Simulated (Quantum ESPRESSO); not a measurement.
# Core-hole calculation of the Y L₃ edge in YS (Fm-3m), part 2 of 3

What does one-electron theory with a core hole give for the Y L₃ edge of YS (Fm-3m)?

Quantum ESPRESSO 7.5; X-ray absorption near-edge structure, plane-wave PAW LDA, one-electron final states by a Lanczos continued fraction.

So far. Step 2 (Ground state of the crystal): The mesh shows no gap, so the system is treated as a metal and the core electron is put at the Fermi level (neutral cell). Step 3 (Spectrum without a core hole, Y atom 1): Main maxima below 30 eV (height): 3.1 eV (2.45), 7.2 eV (1.09), 17.0 eV (0.70) and 27.2 eV (0.62). At an L edge the dipole rule selects empty d (and weakly s) states on the absorber, and the strong line at the onset measures the empty part of its d band.

## 5. The atom with a core hole

Level of this step: all-electron atom with a core hole and its PAW potential, LDA, scalar-relativistic (Quantum ESPRESSO).

The final state has one core electron fewer, so a PAW data set is made for an atom with that hole.

The input, Y.lda-spn-kjpaw-2pch.ld1.in:

```
&input
   title='Y', zed=39., rel=1, iswitch=3, dft='PZ',
   config='1s2 2s2 2p5 3s2 3p6 3d10 4s2 4p6 5s2 5p0 4d2'
/
&inputp
   file_pseudopw='Y.lda-spn-kjpaw-2pch.UPF', author='',
   lpaw=.true.,
   pseudotype=3,
   lloc=-1,
   rcloc=1.6,
   which_augfun='PSQ',
   rmatch_augfun_nc=.true.,
   nlcc=.true.,
   new_core_ps=.true.,
   rcore=1.2,
   tm=.true.,
   zval=12,
   lgipaw_reconstruction=.true., use_paw_as_gipaw=.true.
/
6
4S  1  0  2.00  0.00  1.08  1.40  0.0
5S  2  0  2.00  0.00  1.08  1.40  0.0
4P  2  1  6.00  0.00  1.17  1.60  0.0
5P  3  1  0.00  0.00  1.17  1.60  0.0
4D  3  2  2.00  0.00  1.08  1.80  0.0
4D  3  2  0.00  0.50  1.08  1.80  0.0
```

Command:

```console
$ ld1.x < Y.lda-spn-kjpaw-2pch.ld1.in > Y.lda-spn-kjpaw-2pch.ld1.out
```

Log:

```text
     [... banner and references ...]
PAW data will be used for GIPAW calculation
     --------------------------- All-electron run ----------------------------

     Y
     scalar relativistic calculation

     atomic number is 39.00
     dft =PZ   lsd =0 sic =0 latt =0  beta=0.20 tr2=1.0E-14
     Exchange-correlation= PZ
                           (   1   1   0   0   0   0   0)
     mesh =1223 r(mesh) = 100.62879 a.u. xmin = -7.00 dx = 0.01250
     1 Ry =  13.60569312 eV, c = 137.03599908

     n l     nl                  e(Ry)          e(Ha)          e(eV)
     1 0     1S 1( 2.00)     -1248.0825      -624.0413    -16981.0280
     2 0     2S 1( 2.00)      -175.5215       -87.7608     -2388.0921
     2 1     2P 1( 5.00)      -157.7862       -78.8931     -2146.7910
[...]
3 2     3D 1(10.00)       -13.0458        -6.5229      -177.4968
[...]
final scf error:  1.2E-16 reached in  37 iterations

     Etot =   -6608.643054 Ry,   -3304.321527 Ha,  -89915.169350 eV

     Ekin =    6785.697014 Ry,    3392.848507 Ha,   92324.111202 eV
     Encl =  -15880.167733 Ry,   -7940.083866 Ha, -216060.688915 eV
     Eh   =    2689.659456 Ry,    1344.829728 Ha,   36594.681158 eV
     Exc  =    -203.831791 Ry,    -101.915895 Ha,   -2773.272796 eV

     normalization and overlap integrals

     s(1S/1S) =  1.000000  <r> =   0.0381  <r2> =    0.0020  r(max) =   0.0247
     s(1S/2S) = -0.007730
     s(1S/3S) = -0.003100
     s(1S/4S) = -0.001233
[...]
s(2S/2S) =  1.000000  <r> =   0.1663  <r2> =    0.0326  r(max) =   0.1404
[...]
s(2P/2P) =  1.000000  <r> =   0.1444  <r2> =    0.0255  r(max) =   0.1121
     s(2P/3P) = -0.001534
     s(2P/4P) = -0.000532
     s(2P/5P) = -0.000128
[...]
Encl =  -15880.167733 Ry,   -7940.083866 Ha, -216060.688915 eV
     Eh   =    2689.659456 Ry,    1344.829728 Ha,   36594.681158 eV
     Exc  =    -203.831791 Ry,    -101.915895 Ha,   -2773.272796 eV

     normalization and overlap integrals

[...]
s(3S/5S) = -0.000138
[...]
s(3P/5P) = -0.000088
     s(3D/3D) =  1.000000  <r> =   0.4522  <r2> =    0.2472  r(max) =   0.3452
     s(3D/4D) = -0.000185
     s(4S/4S) =  1.000000  <r> =   1.2279  <r2> =    1.7121  r(max) =   1.0903
     s(4S/5S) = -0.000075
     s(4P/4P) =  1.000000  <r> =   1.3796  <r2> =    2.1884  r(max) =   1.1900
     s(4P/5P) = -0.000046
     s(5S/5S) =  1.000000  <r> =   3.7456  <r2> =   16.0243  r(max) =   3.1548
     s(5P/5P) =  1.000000  <r> =   5.0986  <r2> =   30.1360  r(max) =   4.1534
     s(4D/4D) =  1.000000  <r> =   2.2513  <r2> =    6.3292  r(max) =   1.5864

     ------------------------ End of All-electron run ------------------------

     ---------------------- Testing the pseudopotential ----------------------

     Y
     scalar relativistic calculation

     atomic number is 39.00   valence charge is 12.00
     dft = SLA  PZ   NOGX NOGC   lsd =0 sic =0 latt =0  beta=0.20 tr2=1.0E-14
     mesh =1223 r(mesh) = 100.62879 xmin = -7.00 dx = 0.01250

     n l     nl             e AE (Ry)        e PS (Ry)    De AE-PS (Ry)
[...]
3 1     5P   1( 0.00)       -0.11376       -0.11375       -0.00000
     3 2     4D   1( 2.00)       -0.29411       -0.29410       -0.00001

     eps = 1.1E-16  iter =  6

     Etot =   -6608.643054 Ry,   -3304.321527 Ha,  -89915.169350 eV
     Etotps =  -282.145005 Ry,    -141.072502 Ha,   -3838.778348 eV

     Ekin =     136.506926 Ry,      68.253463 Ha,    1857.271349 eV
     Encl =    -288.438366 Ry,    -144.219183 Ha,   -3924.403896 eV
     Ehrt =      73.618399 Ry,      36.809199 Ha,    1001.629343 eV
     Ecxc =    -203.831964 Ry,    -101.915982 Ha,   -2773.275144 eV
     (Ecc =      -4.782890 Ry,      -2.391445 Ha,     -65.074540 eV)

     ---------------------- End of pseudopotential test ----------------------
```

Elapsed: 0.94 s, on 1 MPI rank of Intel Xeon Platinum 8488C (Sapphire Rapids), shared host; peak memory 0.13 GiB.

## 6. Supercell with XCH, Y atom 1

The holes are 5.5 Å apart. The excited electron is kept in the cell, where it fills the lowest empty states and screens the hole.

The input, scf.in:

```
&control
   calculation='scf', prefix='x', pseudo_dir='../pp', outdir='tmp', tprnfor=.true.
/
&system
   ibrav=0, nat=8, ntyp=3, nbnd=43
   ecutwfc=41, ecutrho=420
   occupations='smearing', smearing='mv', degauss=0.015
/
&electrons
   conv_thr=8.0e-08, electron_maxstep=120
   mixing_beta=0.5
/
ATOMIC_SPECIES
Y0 1.0 Y.lda-spn-kjpaw-2pch.UPF
Y 1.0 Y.lda-spn-kjpaw.UPF
S 1.0 S.lda-nl-kjpaw.UPF
CELL_PARAMETERS angstrom
  0.00000000 0.00000000 5.48730000
  5.48730000 0.00000000 0.00000000
  0.00000000 5.48730000 0.00000000
ATOMIC_POSITIONS crystal
Y0   0.50000000 0.50000000 0.50000000
Y    0.50000000 0.00000000 0.00000000
Y    0.00000000 0.00000000 0.50000000
Y    0.00000000 0.50000000 0.00000000
S    0.00000000 0.00000000 0.00000000
S    0.00000000 0.50000000 0.50000000
S    0.50000000 0.50000000 0.00000000
S    0.50000000 0.00000000 0.50000000
K_POINTS automatic
5 5 5 0 0 0
```

Command:

```console
$ OMP_NUM_THREADS=1 mpirun --oversubscribe --bind-to none -np 4 pw.x -nk 4 -in scf.in > scf.out
```

Log:

```text
     [... banner and references ...]
[banner, memory and clock lines left out]
using ibrav=0 with symmetry is DISCOURAGED, use correct ibrav instead

     G-vector sticks info

     bravais-lattice index     =            0
     lattice parameter (alat)  =      10.3695  a.u.
     unit-cell volume          =    1114.9945 (a.u.)^3
     number of atoms/cell      =            8
     number of atomic types    =            3
     number of electrons       =        69.00
     number of Kohn-Sham states=           43
     kinetic-energy cutoff     =      41.0000  Ry
     charge density cutoff     =     420.0000  Ry
     scf convergence threshold =      8.0E-08
     mixing beta               =       0.5000
     number of iterations used =            8  plain     mixing
     Exchange-correlation= SLA  PZ   NOGX NOGC
                           (   1   1   0   0   0   0   0)

     celldm(1)=  10.369494  celldm(2)=   0.000000  celldm(3)=   0.000000
     celldm(4)=   0.000000  celldm(5)=   0.000000  celldm(6)=   0.000000

     crystal axes: (cart. coord. in units of alat)
               a(1) = (   0.000000   0.000000   1.000000 )
               a(2) = (   1.000000   0.000000   0.000000 )
               a(3) = (   0.000000   1.000000   0.000000 )

     reciprocal axes: (cart. coord. in units 2 pi/alat)
               b(1) = (  0.000000  0.000000  1.000000 )
               b(2) = (  1.000000  0.000000  0.000000 )
               b(3) = (  0.000000  1.000000  0.000000 )

     ../pp/Y.lda-spn-kjpaw-2pch.UPF
     Pseudo is Projector augmented-wave + core cor, Zval = 12.0
     Shape of augmentation charge: PSQ
[...]
iteration # 12     ecut=    41.00 Ry     beta= 0.50
     Davidson diagonalization with overlap
     ethr =  9.93E-10,  avg # of iterations =  4.7

     End of self-consistent calculation

          k = 0.0000 0.0000 0.0000 (  4945 PWs)   bands (ev):

   -36.1277 -30.9196 -30.8901 -30.8901 -15.1892 -15.1892 -15.1892 -11.1694
   -11.1694 -11.1694 -11.0322 -11.0322 -11.0322 -10.9402 -10.9402 -10.9402
    -2.7231  -2.0864  -2.0751  -2.0751   6.7469   6.7469   6.7469   8.1579
     8.1579   8.1579   8.2765   8.2765   8.2765   8.9621   8.9621   8.9621
     9.7909   9.7909   9.7909  11.8275  11.8275  11.8275  12.3432  12.3432
    13.4671  13.6927  13.6927

     [... bands of 9 further k-points ...]

     the Fermi energy is    12.2531 ev

!    total energy              =   -1363.86699719 Ry
     total all-electron energy =    -30083.859360 Ry
     estimated scf accuracy    <          3.9E-09 Ry
     smearing contrib. (-TS)   =      -0.00363668 Ry
     internal energy E=F+TS    =   -1363.86336051 Ry

     The total energy is F=E-TS. E is the sum of the following terms:
     one-electron contribution =     -42.99892807 Ry
     hartree contribution      =      56.84847799 Ry
     xc contribution           =     -92.36220642 Ry
     ewald contribution        =    -344.41925007 Ry
     one-center paw contrib.   =    -940.93145394 Ry

     convergence has been achieved in  12 iterations

     Forces acting on atoms (cartesian axes, Ry/au):

     atom    1 type  1   force =     0.00000000    0.00000000    0.00000000
     atom    2 type  2   force =     0.00000000    0.00000000    0.00000000
     atom    3 type  2   force =     0.00000000    0.00000000    0.00000000
[...]
atom    7 type  3   force =     0.00000000    0.00000000    0.00000000
     atom    8 type  3   force =     0.00000000    0.00000000    0.00000000

     Total force =     0.000000     Total SCF correction =     0.000000

     XML data file, charge density, pseudopotentials, collected wavefunctions
```

Run time: 23 s. Hardware: 4 MPI ranks; peak memory 0.28 GiB; 90 s of CPU time.

Energy with the hole: -409311.758 eV, cores included.

## 7. Spectrum with XCH, Y atom 1

The Lanczos recursion gives the spectrum without computing empty bands; each polarisation needs a run of its own on the full k mesh. xe0 is set between filled and empty states, and states below it are cut, here at the Fermi level, which holds the excited electron. The file of filecore holds the core orbital, taken from the hole-free data set.

The input, xspectra.in:

```
&input_xspectra
   calculation='xanes_dipole', edge='L3'
   prefix='x', outdir='tmp', xiabs=1, xe0=12.2531
   xonly_plot=.false., x_save_file='xanes.sav'
   xniter=3000, xcheck_conv=20, xerror=0.005
   xcoordcrys=.false., xepsilon(1)=1, xepsilon(2)=0, xepsilon(3)=0
/
&plot
   xnepoint=413, xemin=-10, xemax=45, terminator=.true., cut_occ_states=.true.
   xgamma=0.4
/
&pseudos
   filecore='../Y.wfc'
/
&cut_occ
   cut_desmooth=0.1, cut_stepl=0.05, cut_stepu=0.05, cut_ierror=1e-5
/
5 5 5 0 0 0
```

Command:

```console
$ OMP_NUM_THREADS=1 mpirun --oversubscribe --bind-to none -np 4 xspectra.x -nk 4 -in xspectra.in > xspectra.out
```

Log:

```text
     [... banner and references ...]
Reading input_file

     calculation: xanes_dipole

     xepsilon  [cartesian coordinates]:   1.000000   0.000000   0.000000

     xonly_plot: FALSE
        => complete calculation: Lanczos + spectrum plot

     filecore (core-wavefunction file): ../Y.wfc

     main plot parameters:
        cut_occ_states: TRUE
        gamma_mode:  constant
        -> using xgamma [eV]:  0.40
        xemin [eV]: -10.00
        xemax [eV]:  45.00
        xnepoint:  413
        xe0 [eV]:  12.253100 (energy zero read in input file)

     WARNING: variable ef_r is obsolete

                      Reading SCF save directory: x.save

     tmp/x.save/

     Exchange-correlation= PZ
                           (   1   1   0   0   0   0   0)

     G-vector sticks info

                           Getting the Fermi energy

     From SCF save directory:
        ehomo [eV]:   12.5914 (highest occupied level)
        elumo [eV]:   12.7568 (lowest occupied level)
        ef    [eV]:   12.5914

     -> ef (in eV) will be written in x_save_file

                           Energy zero of the spectrum

     -> ef will NOT be used as energy zero of the spectrum
       (because xe0 read in input file)

     G-vector sticks info

     bravais-lattice index     =            0
     lattice parameter (alat)  =      10.3695  a.u.
     unit-cell volume          =    1114.9945 (a.u.)^3
     number of atoms/cell      =            8
     number of atomic types    =            3
     number of electrons       =        69.00
     number of Kohn-Sham states=           43
     kinetic-energy cutoff     =      41.0000  Ry
     charge density cutoff     =     420.0000  Ry
     Exchange-correlation= PZ
                           (   1   1   0   0   0   0   0)

     celldm(1)=  10.369494  celldm(2)=   0.000000  celldm(3)=   0.000000
     celldm(4)=   0.000000  celldm(5)=   0.000000  celldm(6)=   0.000000

     crystal axes: (cart. coord. in units of alat)
               a(1) = (   0.000000   0.000000   1.000000 )
               a(2) = (   1.000000   0.000000   0.000000 )
               a(3) = (   0.000000   1.000000   0.000000 )

     reciprocal axes: (cart. coord. in units 2 pi/alat)
               b(1) = (  0.000000  0.000000  1.000000 )
               b(2) = (  1.000000  0.000000  0.000000 )
               b(3) = (  0.000000  1.000000  0.000000 )

     ../pp/Y.lda-spn-kjpaw-2pch.UPF
     Pseudo is Projector augmented-wave + core cor, Zval = 12.0
     Shape of augmentation charge: PSQ
     Using radial grid of 1223 points,  6 beta functions with:
                l(1) =   0
                l(2) =   0
                l(3) =   1
                l(4) =   1
                l(5) =   2
[...]
Q(r) pseudized with 0 coefficients

     ../pp/Y.lda-spn-kjpaw.UPF
     Pseudo is Projector augmented-wave + core cor, Zval = 11.0
     Shape of augmentation charge: PSQ
     Using radial grid of 1223 points,  6 beta functions with:
[...]
Q(r) pseudized with 0 coefficients

     ../pp/S.lda-nl-kjpaw.UPF
     Pseudo is Projector augmented-wave + core cor, Zval =  6.0
     Shape of augmentation charge: PSQ
     Using radial grid of 1151 points,  4 beta functions with:
[...]
l(2) =   0
                l(3) =   1
                l(4) =   1
     Q(r) pseudized with 0 coefficients

     atomic species   valence    mass     pseudopotential
     Y0               12.00     1.00000     Y ( 1.00)
     Y                11.00     1.00000     Y ( 1.00)
     S                 6.00     1.00000     S ( 1.00)

     48 Sym. Ops., with inversion, found

   Cartesian axes

     site n.     atom                  positions (alat units)
         1        Y0     tau(   1) = (   0.5000000   0.5000000   0.5000000  )
         2        Y      tau(   2) = (   0.0000000   0.0000000   0.5000000  )
         3        Y      tau(   3) = (   0.0000000   0.5000000   0.0000000  )
         4        Y      tau(   4) = (   0.5000000   0.0000000   0.0000000  )
[...]
6        S      tau(   6) = (   0.5000000   0.5000000   0.0000000  )
         7        S      tau(   7) = (   0.5000000   0.0000000   0.5000000  )
         8        S      tau(   8) = (   0.0000000   0.5000000   0.5000000  )

     number of k points=   125  Marzari-Vanderbilt smearing, width (Ry)=  0.0150

     Number of k-points >= 100: set verbosity='high' to print them.

     Dense  grid:   161931 G-vectors     FFT dimensions: (  72,  72,  72)

     Smooth grid:    39607 G-vectors     FFT dimensions: (  45,  45,  45)

     The potential is recalculated from file :
     tmp/x.save/charge-density

     Starting wfcs are   68 atomic wfcs
     Checking if some PAW data can be deallocated...

               Reading core wavefunction file for the absorbing atom

     ../Y.wfc successfully read

                              Attributing the PAW radii
                     for the absorbing atom [units: Bohr radius]

        PAW proj 1: r_paw(l= 0)= 2.10  (1.5*r_cut)
        PAW proj 2: r_paw(l= 0)= 2.10  (1.5*r_cut)
        PAW proj 3: r_paw(l= 1)= 2.40  (1.5*r_cut)
        PAW proj 4: r_paw(l= 1)= 2.40  (1.5*r_cut)
        PAW proj 5: r_paw(l= 2)= 2.70  (1.5*r_cut)
        PAW proj 6: r_paw(l= 2)= 2.70  (1.5*r_cut)

        NB: The calculation will not necessary use all these r_paw values.
            - For a edge in the electric-dipole approximation,
              only the r_paw(l=1) values are used.
            - For a K edge in the electric-quadrupole approximation,
              only the r_paw(l=2) values are used.

            - For a L2 or L3 edge in the electric-quadrupole approximation,

              all projectors (s, p and d) are used.

                          Starting XANES calculation
                     in the electric dipole approximation
     Method of calculation based on the Lanczos recursion algorithm
        - STEP 1: Construction of a kpoint-dependent Lanczos basis,
          in which the Hamiltonian is tridiagonal (each 'iter'
          corresponds to the calculation of one more Lanczos vector)
        - STEP 2: Calculation of the cross-section as a continued fraction
          averaged over the k-points.

     ... Begin STEP 1 ...

        Radial transition matrix element(s) used in the calculation of the
        initial vector of the Lanczos basis (|tilde{phi}_abs> normalized)
l =  2    Radial matrix element proj. ( 1)=    0.02889804
l =  2    Radial matrix element proj. ( 2)=    0.03610966
l =  0    Radial matrix element proj. ( 1)=    0.00964807
l =  0    Radial matrix element proj. ( 2)=    0.01098849
NB: the    32 k-point are not all listed below because npool=  4

               Lanczos Number                 1  of            4

        |-------------------------------------------------------------
        ! k-point #     1:  ( 0.0000,  0.0000,  0.0000),  0.0160,   1
        |-------------------------------------------------------------
        |   Norm of the initial Lanczos vector: 0.20775017E-01
        |   Estimated error at iter     20:   1.00599004
        |   Estimated error at iter     40:   0.44315149
        |   Estimated error at iter     60:   0.59332362
        |   Estimated error at iter     80:   0.27504832
        |   Estimated error at iter    100:   0.16165733
[...]
!   => CONVERGED at iter    200 with error=  0.00359548
        |-------------------------------------------------------------
        ! k-point #     2:  ( 0.0000,  0.2000,  0.0000),  0.0160,   1
        |-------------------------------------------------------------
        |   Norm of the initial Lanczos vector: 0.20775048E-01
[...]
|   Estimated error at iter    360:   0.01190229
        |   Estimated error at iter    380:   0.00702334
        |   Estimated error at iter    400:   0.00802477
        !   => CONVERGED at iter    420 with error=  0.00303168
        |-------------------------------------------------------------
     [... 125 further k-points ...]
        ! k-point #    32:  ( 0.2000,  0.2000,  0.2000),  0.0160,   1
        |-------------------------------------------------------------
        |   Norm of the initial Lanczos vector: 0.20774918E-01

     Results of STEP 1 successfully written in x_save_file
     x_save_file name:
     ->  xanes.sav
     x_save_file version:  2

     ... End STEP 1 ...

     ... Begin STEP 2 ...

     The spectrum is calculated using the following parameters:
        xe0 [eV]:   12.2531
        the occupied states are elimintate from the spectrum
        xemin [eV]: -10.00
        xemax [eV]:  45.00
        xnepoint:  413
        constant broadening parameter [eV]:    0.400
        Core level energy [eV]:  -2080.
         (from electron binding energy of neutral atoms in X-ray data booklet)

     Cross-section successfully written in xanes.dat

     ... End STEP 2 ...

                                END JOB XSpectra
```

It took 2.3 min on 4 MPI ranks; peak memory 0.22 GiB.

The Y L₃ spectrum, Y atom 1, excited-electron core hole (neutral cell) (energy from the energy zero of the input (xe0, at the border of filled and empty states); intensity scaled to a mean of 1 over the first 20 eV; folded afterwards to Lorentzian half width 0.75 eV up to 4 eV, rising linearly to 1.75 eV at 25 eV; the points at xe0, where the cut of filled states can leave a spike, are interpolated):

```csv
E (eV),intensity
-2.0,0.30
-1.0,0.63
0.0,1.70
1.0,2.71
2.0,2.56
3.0,2.12
4.0,1.39
5.0,0.87
6.0,0.80
7.0,0.85
8.0,0.86
9.0,0.76
10.0,0.68
11.0,0.64
12.0,0.53
13.0,0.49
14.0,0.52
15.0,0.59
16.0,0.64
17.0,0.64
18.0,0.57
19.0,0.50
20.0,0.48
21.0,0.50
22.0,0.52
23.0,0.51
24.0,0.52
25.0,0.55
26.0,0.59
27.0,0.60
28.0,0.58
29.0,0.54
30.0,0.52
31.0,0.52
32.0,0.54
```

Main maxima below 30 eV (height): 1.2 eV (2.74), 7.6 eV (0.87), 16.4 eV (0.64) and 26.8 eV (0.60). 

(Part 2 of 3 ends here.)

[Banner, clock and machine lines of the logs are left out without a mark of their own.]

[Logs are printed without paths, hosts, clocks, repeated set-up lines and the standing remarks that a program may print on its own settings, such as how far it seeks lower states.]

[Hosts, paths, dates, database ids (printed as entryN), source tags and the programs' standing remarks are cut or masked in the printed files.]

[Lists of maxima count a maximum above −3 eV only where it reaches 4 % of the highest in the window and stands out from its surroundings by 2 % of it (1.5 % where it reaches 55 %); shoulders and weaker maxima are passed over, and of the rest the first, up to two pre-edge ones and the few strongest are named.]
